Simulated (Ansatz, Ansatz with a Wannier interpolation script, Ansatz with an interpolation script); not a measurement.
An input for Ansatz 0.2.0 (TiO2 (Anatase)):

```yaml
crystal:
  lattice:
    - [-1.854258, 1.854258, 4.662154]
    - [1.854258, -1.854258, 4.662154]
    - [1.854258, 1.854258, -4.662154]
  atoms:
    - { symbol: Ti, position: [0.0, 0.0, 0.0] }
    - { symbol: Ti, position: [0.75, 0.25, 0.5] }
    - { symbol: O, position: [0.2096330803, 0.2096330803, 0.0] }
    - { symbol: O, position: [0.9596330803, 0.4596330803, 0.5] }
    - { symbol: O, position: [0.5403669197, 0.0403669197, 0.5] }
    - { symbol: O, position: [0.7903669197, 0.7903669197, 0.0] }
kpoints:
  mp_grid: { grid: [6, 6, 6] }
hamiltonian:
  xc: lda
scf:
  occupations: { method: fixed }
gw:
  n_empty_bands: 294
  ecut_chi: 160.0
  qp_bands: [v12, c6]
  screening: { model: contour_deformation }
```

```sh
ansatz run input.yaml --threads 16 --pin off --max-ram 64512MiB --backend cuda --events-out ev --progress --plain --runs-dir out --devices 1 --max-vram 78GiB
```

Estimate wall time and host memory on 1 × NVIDIA GB200 (shared by 2 runs) with 16 threads of Arm Neoverse V2, shared host.

It took 40 s; on shared hardware allow 20 s to 80 s. Peak host memory was 1.7 GiB. The sizes that set the cost: 1243 plane waves a state, 30 irreducible k points, 318 bands summed, 309 plane waves in the screening and 6 SCF cycles.

The screening grows as filled bands × empty bands × pairs of k points, times the square of the screening basis for the matrix.

[Paths, hosts, dates, memory and timing lines, banners, echoed tables and standing remarks are left out of the program output.]

[Logs are printed without paths, hosts, clocks, repeated set-up lines and the standing remarks that a program may print on its own settings, such as how far it seeks lower states.]

[Runs of the session that timed out or met a known fault of the program may be left out.]

[Hosts, paths, dates, database ids (printed as entryN), source tags and the programs' standing remarks are cut or masked in the printed files.]
